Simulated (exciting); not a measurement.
Consider KCdF3, space group Pm-3m.

```xyz
5
Lattice="4.3821 0.0000 0.0000 0.0000 4.3821 0.0000 0.0000 0.0000 4.3821" Properties=species:S:1:pos:R:3 pbc="T T T"
Cd    2.1910    2.1910    2.1910
K     0.0000    0.0000    0.0000
F     2.1910    2.1910    0.0000
F     2.1910    0.0000    2.1910
F     0.0000    2.1910    2.1910
```

Absorber: atom 1, with 6 F at 2.19 Å (octahedral, site symmetry m-3m). Method: exciting, all-electron LAPW+lo, LDA, exchange and screened direct term (singlet BSE), 3×3×3 shifted k points, 35 conduction bands, |G+q| up to 3 bohr⁻¹ (2 in the exchange term), full RPA screening with nempty = 62, Lorentzian half width 1.25 eV.

Q: What does the Cd L₃ spectrum look like, and is there a bound core exciton?

Bound core exciton? Yes on this mesh: the first bright state (over 5 % of the brightest) lies at -1.70 eV from the Kohn–Sham onset and at -2.29 eV from the lowest bare transition of its own mesh. Maxima (height): -1.5 eV (0.16), 5.6 eV (0.47), 12.5 eV (1.00) and 21.0 eV (0.79).

Energy from the Kohn–Sham onset, core level to the lowest empty state found on the meshes used; Im ε in relative units:

```
E (eV)  Im ε
  -6.5  0.03
  -6.0  0.03
  -5.5  0.03
  -5.0  0.04
  -4.5  0.04
  -4.0  0.05
  -3.5  0.07
  -3.0  0.09
  -2.5  0.12
  -2.0  0.15
  -1.5  0.16
  -1.0  0.15
  -0.5  0.14
   0.0  0.14
   0.5  0.15
   1.0  0.16
   1.5  0.17
   2.0  0.18
   2.5  0.19
   3.0  0.22
   3.5  0.26
   4.0  0.31
   4.5  0.37
   5.0  0.44
   5.5  0.47
   6.0  0.46
   6.5  0.44
   7.0  0.44
   7.5  0.47
   8.0  0.52
   8.5  0.56
   9.0  0.58
   9.5  0.59
  10.0  0.61
  10.5  0.66
  11.0  0.72
  11.5  0.82
  12.0  0.94
  12.5  1.00
  13.0  0.95
  13.5  0.82
  14.0  0.71
  14.5  0.64
  15.0  0.59
  15.5  0.54
  16.0  0.52
  16.5  0.51
  17.0  0.52
  17.5  0.52
  18.0  0.54
  18.5  0.58
  19.0  0.62
  19.5  0.66
  20.0  0.71
  20.5  0.76
  21.0  0.79
  21.5  0.78
  22.0  0.76
  22.5  0.76
```

A mesh of 27 points doesn't converge binding energies, and fine structure above the first lines is partly noise of the mesh. Exchange and the short-range direct term aren't converged in the kernel cutoff. The zero comes from the unshifted 3×3×3 ground-state mesh; it is exact only where the band minimum lies on that mesh. The conduction states carry no spin here, so the exchange coupling to the spinor core hole is only partly held. This core level is treated alone, with no coupling to its spin–orbit partner. The structure is a Materials Project entry, computed there, and may be a hypothetical form.

[Banner, clock and machine lines of the logs are left out without a mark of their own.]

[Logs are printed without paths, hosts, clocks, repeated set-up lines and the standing remarks that a program may print on its own settings, such as how far it seeks lower states.]

[Hosts, paths, dates, database ids (printed as entryN), source tags and the programs' standing remarks are cut or masked in the printed files.]
